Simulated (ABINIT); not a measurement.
## Quasiparticle gap of K2Pt (Fm-3m) in ABINIT

How does a plane-wave GW calculation on K2Pt (Fm-3m) run from the first input to the gap?

Main program and level: ABINIT 10.8.3; LDA and many-body steps on it, plane waves.

## 1. Set-up

It takes space group Fm-3m (No. 225, cubic). The conventional cell has a = 7.563 Å, b = 7.563 Å, c = 7.563 Å, α = 90.00°, β = 90.00°, γ = 90.00°. Nearest to K lie 4 Pt at 3.27 Å. Pt has 8 K at 3.27 Å nearest. Farther neighbours are not listed.

Coordinates:

```cif
data_structure
_symmetry_space_group_name_H-M 'Fm-3m'
_symmetry_Int_Tables_number 225
_cell_length_a 7.5629
_cell_length_b 7.5629
_cell_length_c 7.5629
_cell_angle_alpha 90.000
_cell_angle_beta 90.000
_cell_angle_gamma 90.000
_cell_volume 432.58
loop_
_atom_site_label
_atom_site_type_symbol
_atom_site_symmetry_multiplicity
_atom_site_Wyckoff_symbol
_atom_site_fract_x
_atom_site_fract_y
_atom_site_fract_z
_atom_site_occupancy
K1 K 8 c 0.25000 0.25000 0.75000 1
Pt1 Pt 4 a 0.00000 0.00000 0.00000 1
```

The cell and positions are those that the Materials Project relaxed with its own functionals (PBE, PBE+U or r2SCAN), kept fixed. Spin-orbit coupling is left out unless a step names it.

## 2. Ground state

This step: ABINIT 10.8.3; DFT, LDA, plane waves, norm-conserving pseudopotentials.

The ground-state density comes first.

The input, run.abi:

```
acell 3*1.0 Angstrom
rprim 
  -0.000000000000 3.781463140000 3.781463140000
  3.781463140000 -0.000000000000 3.781463140000
  3.781463140000 3.781463140000 -0.000000000000
ntypat 2
znucl 19 78
natom 3
typat 1 1 2
xred 
  0.750000000000 0.750000000000 0.750000000000
  0.250000000000 0.250000000000 0.250000000000
  0.000000000000 0.000000000000 0.000000000000
pp_dirpath "pseudos"
pseudos "K.upf, Pt.upf"
ecut 34
ngkpt 6 6 6
nshiftk 1
shiftk 0 0 0
kptopt 1
chksymbreak 0
nband 23
occopt 1
tolvrs 1e-10
nstep 60
prtwf 0
optforces 0
optstress 0
indata_prefix "in"
outdata_prefix "out"
tmpdata_prefix "tmp"
```

The run is started by

```bash
> OMP_NUM_THREADS=1 mpirun -n 4 abinit run.abi > log
```

Numbers of over 12 decimals in the logs are rounded to 6 here.

What it wrote:

```text
.Version 10.8.3 of ABINIT. v10.8.2 released Aug 2026.

 Symmetries : space group Fm -3 m (#225); Bravais cF (face-center cubic)
================================================================================
 Values of the parameters that define the memory need of the present run
     intxc =       0    ionmov =       0      iscf =       7    lmnmax =       8
     lnmax =       8     mgfft =      54  mpssoang =       4    mqgrid =    3001
     natom =       3  nloc_mem =       1    nspden =       1   nspinor =       1
    nsppol =       1      nsym =      48    n1xccc =    2501    ntypat =       2
    occopt =       1   xclevel =       1
-    mband =          23        mffmem =           1         mkmem =           4
       mpw =        6951          nfft =      157464          nkpt =          16
================================================================================
  Rough estimation (10% accuracy) of disk space for files :
================================================================================

--------------------------------------------------------------------------------
------------- Echo of variables that govern the present computation ------------
--------------------------------------------------------------------------------
 -outvars: echo values of preprocessed input variables --------
            acell      1.8897261259E+00  1.8897261259E+00  1.8897261259E+00 Bohr

      chksymbreak           0
             ecut      3.40000000E+01 Hartree
-          fftalg         312

              ixc       -1012
              kpt      0.00000000E+00  0.00000000E+00  0.00000000E+00
                       1.66666667E-01  0.00000000E+00  0.00000000E+00
                       3.33333333E-01  0.00000000E+00  0.00000000E+00
                       5.00000000E-01  0.00000000E+00  0.00000000E+00
                       1.66666667E-01  1.66666667E-01  0.00000000E+00
                       3.33333333E-01  1.66666667E-01  0.00000000E+00
                       5.00000000E-01  1.66666667E-01  0.00000000E+00
                      -3.33333333E-01  1.66666667E-01  0.00000000E+00
                      -1.66666667E-01  1.66666667E-01  0.00000000E+00
   [... 5 further rows ...]
                      -3.33333333E-01  3.33333333E-01  1.66666667E-01
                      -3.33333333E-01  5.00000000E-01  1.66666667E-01
         kptrlatt        6    0    0      0    6    0      0    0    6
          kptrlen      6.06352241E+01
P           mkmem           4
            natom           3
            nband          23
            ngfft          54      54      54
             nkpt          16
            nstep          60
             nsym          48
           ntypat           2
              occ      2.000000  2.000000  2.000000  2.000000  2.000000  2.000000
                       2.000000  2.000000  2.000000  2.000000  2.000000  2.000000
                       2.000000  2.000000  2.000000  2.000000  2.000000  2.000000
                       0.000000  0.000000  0.000000  0.000000  0.000000
        optforces           0
        optstress           0
            prtwf           0
            rprim     -0.0000000000E+00  3.7814631400E+00  3.7814631400E+00
[...]
spgroup         225

           tolvrs      1.00000000E-10

             xred      7.5000000000E-01  7.5000000000E-01  7.5000000000E-01
[...]
znucl       19.00000   78.00000

================================================================================

 chkinp: Checking input parameters for consistency.

================================================================================
== DATASET  1 ==================================================================
-   mpi_nproc: 4, omp_nthreads: 1 (-1 if OMP is not activated)

--- !DatasetInfo
iteration_state: {dtset: 1, }
dimensions: {natom: 3, nkpt: 16, mband: 23, nsppol: 1, nspinor: 1, nspden: 1, mpw: 6951, }
cutoff_energies: {ecut:  34.0, pawecutdg:  -1.0, }
electrons: {nelect:   3.60000000E+01, charge:   0.00000000E+00, occopt:   1.00000000E+00, tsmear:   1.00000000E-02, }

 Real(R)+Recip(G) space primitive vectors, cartesian coordinates (Bohr,Bohr^-1):
 R(1)=  0.0000000  7.1459297  7.1459297  G(1)= -0.0699699  0.0699699  0.0699699
 R(2)=  7.1459297  0.0000000  7.1459297  G(2)=  0.0699699 -0.0699699  0.0699699
 R(3)=  7.1459297  7.1459297  0.0000000  G(3)=  0.0699699  0.0699699 -0.0699699
 Unit cell volume ucvol=  7.2980395E+02 bohr^3
 Angles (23,13,12)=  6.00000000E+01  6.00000000E+01  6.00000000E+01 degrees

 getcut: wavevector=  0.0000  0.0000  0.0000  ngfft=  54  54  54
         ecut(hartree)=     34.000   => boxcut(ratio)=   2.03641

--- Pseudopotential description ------------------------------------------------
- K Generated using ONCVPSP code by D. R. Hamann
- 19.00000   9.00000  180309                  znucl, zion, pspdat
12 -1012 2 -1 2170                            pspcod,pspxc,lmax,lloc,mmax
     nproj     2     2     2     0
  pspatm : epsatm=    8.21740868
         --- l  ekb(1:nproj) -->
[...]
pspatm: atomic psp has been read  and splines computed

- Pt Generated using ONCVPSP code by D. R. Hamann
- 78.00000  18.00000  180309                  znucl, zion, pspdat
12 -1012 3 -1 1340                            pspcod,pspxc,lmax,lloc,mmax
     nproj     2     2     2     2
  pspatm : epsatm=   26.53268550
         --- l  ekb(1:nproj) -->
[...]
pspatm: atomic psp has been read  and splines computed

   1.54683010E+03                                ecore*ucvol(ha*bohr**3)
--------------------------------------------------------------------------------

_setup2: Arith. and geom. avg. npw (full set) are    6911.097    6911.088

================================================================================

--- !BeginCycle
iteration_state: {dtset: 1, }
solver: {iscf: 7, nstep: 60, nline: 4, wfoptalg: 0, }
tolerances: {tolvrs: 1.00E-10, }

     iter   Etot(hartree)      deltaE(h)  residm     vres2
 ETOT  1  -190.29253294099    -1.903E+02 1.573E-01 9.246E+01
 ETOT  2  -190.50570045331    -2.132E-01 5.338E-02 7.429E+01
 ETOT  3  -190.48995438503     1.575E-02 4.863E-03 1.548E+02
 ETOT  4  -190.50830863241    -1.835E-02 7.205E-03 2.893E+01
 ETOT  5  -190.51184086243    -3.532E-03 3.031E-03 1.428E+00
 ETOT  6  -190.51200005667    -1.592E-04 2.318E-03 1.006E-01
 ETOT  7  -190.51200645042    -6.394E-06 1.043E-03 4.497E-02
 ETOT  8  -190.51201138606    -4.936E-06 6.357E-04 3.530E-04
 ETOT  9  -190.51201143412    -4.806E-08 2.438E-04 1.528E-05
 ETOT 10  -190.51201143542    -1.301E-09 2.410E-04 8.463E-07
 ETOT 11  -190.51201143557    -1.413E-10 1.009E-04 1.062E-08
 ETOT 12  -190.51201143555     1.776E-11 1.031E-04 1.271E-09
 ETOT 13  -190.51201143555    -1.108E-12 7.144E-05 1.795E-12

 At SCF step   13       vres2   =  1.79E-12 < tolvrs=  1.00E-10 =>converged.

--- !ResultsGS
iteration_state: {dtset: 1, }
comment   : Summary of ground state results
lattice_vectors:
- [ -0.0000000,   7.1459297,   7.1459297, ]
- [  7.1459297,  -0.0000000,   7.1459297, ]
- [  7.1459297,   7.1459297,  -0.0000000, ]
lattice_lengths: [  10.10587,   10.10587,   10.10587, ]
lattice_angles: [ 60.000,  60.000,  60.000, ] # degrees, (23, 13, 12)
lattice_volume:   7.2980395E+02
convergence: {deltae: -1.108E-12, res2:  1.795E-12, residm:  7.144E-05, diffor:  0.000E+00, }
etotal    :  -1.90512011E+02
entropy   :   0.00000000E+00
fermie    :   1.01352051E-01
cartesian_stress_tensor: null
pressure_GPa: null
xred      :
- [  7.5000E-01,   7.5000E-01,   7.5000E-01,  K]
- [  2.5000E-01,   2.5000E-01,   2.5000E-01,  K]
- [  0.0000E+00,   0.0000E+00,   0.0000E+00, Pt]
cartesian_forces: null
force_length_stats: {min: null, max: null, mean: null, }

 Integrated electronic density in atomic spheres:
 ------------------------------------------------
 Atom  Sphere_radius  Integrated_density
[...]
2        2.00000          6.91786349
    3        2.00000         14.60774111
================================================================================

 ----iterations are completed or convergence reached----

 Mean square residual over all n,k,spin=   37.910E-08; max=  71.437E-06
 reduced coordinates (array xred) for    3 atoms
       0.750000000000      0.750000000000      0.750000000000
       0.250000000000      0.250000000000      0.250000000000
       0.000000000000      0.000000000000      0.000000000000
 rms dE/dt=  0.0000E+00; max dE/dt=  0.0000E+00; dE/dt below (all hartree)
    1       0.000000000000      0.000000000000      0.000000000000
    2       0.000000000000      0.000000000000      0.000000000000
    3       0.000000000000      0.000000000000      0.000000000000

 cartesian coordinates (angstrom) at end:
    1      5.672195     5.672195     5.672195
    2      1.890732     1.890732     1.890732
    3      0.000000     0.000000     0.000000
 length scales=  1.889726125908  1.889726125908  1.889726125908 bohr
              =  1.000000000000  1.000000000000  1.000000000000 angstroms
 prteigrs : about to open file out_EIG
 Fermi (or HOMO) energy (hartree) =   0.10135   Average Vxc (hartree)=  -0.30315
 Eigenvalues (hartree) for nkpt=  16  k points:
 kpt#   1, nband= 23, wtk=  0.00463, kpt=  0.0000  0.0000  0.0000 (reduced coord)
  -3.40622   -1.71862   -1.71862   -1.71862   -0.97891   -0.97635   -0.38366   -0.38366
  -0.38366   -0.37517   -0.37517   -0.37517    0.01648    0.09398    0.09398    0.09895
   0.09895    0.09895    0.22904    0.22904    0.22904    0.30355    0.31461
 prteigrs : prtvol=0 or 1, do not print more k-points.

--- !EnergyTerms
iteration_state     : {dtset: 1, }
comment             : Components of total free energy in Hartree
kinetic             :  5.80268392006371E+01
hartree             :  5.85301917324320E+01
xc                  : -3.60739825946411E+01
Ewald energy        : -1.02311187308168E+02
psp_core            :  2.11951455487033E+00
local_psp           : -1.87203783951912E+02
non_local_psp       :  1.64003969312327E+01
total_energy        : -1.90512011435549E+02
total_energy_eV     : -5.18409592767146E+03
band_energy         : -2.45140636547838E+01

== END DATASET(S) ==============================================================
================================================================================

 -outvars: echo values of variables after computation  --------
           etotal     -1.9051201144E+02
            nband          23
             nkpt          16
          spgroup         225
 [... the other variables as echoed above ...]

 Calculation completed.
```

It took 30 s on 4 MPI ranks of Arm Neoverse V2, shared host; peak memory 0.41 GiB.

This step gave:

```yaml
total_energy: -5184.0959 eV
gap: 1.306 eV
k_of_the_valence_top: 0.5, 0.5, 0
k_of_the_conduction_bottom: 0.5, 0, 0
least_direct_gap: 1.381 eV
```

The gap is indirect, with the least direct gap 0.07 eV higher.

(Part 1 of 3 ends here.)

[Paths, hosts, dates, memory and timing lines, banners, echoed tables and standing remarks are left out of the program output.]

[Logs are printed without paths, hosts, clocks, repeated set-up lines and the standing remarks that a program may print on its own settings, such as how far it seeks lower states.]

[Runs of the session that timed out or met a known fault of the program may be left out.]

[Hosts, paths, dates, database ids (printed as entryN), source tags and the programs' standing remarks are cut or masked in the printed files.]

[G0W0 gaps are taken among the corrected bands and points alone; a level outside them can change the order at an edge.]

[Where Ansatz stands beside ABINIT at settings called matched, ABINIT's density can come from a denser mesh and the files from another edition; pairs whose starting gaps differed by over 0.03 eV were left out, so agreement reads better than it is.]
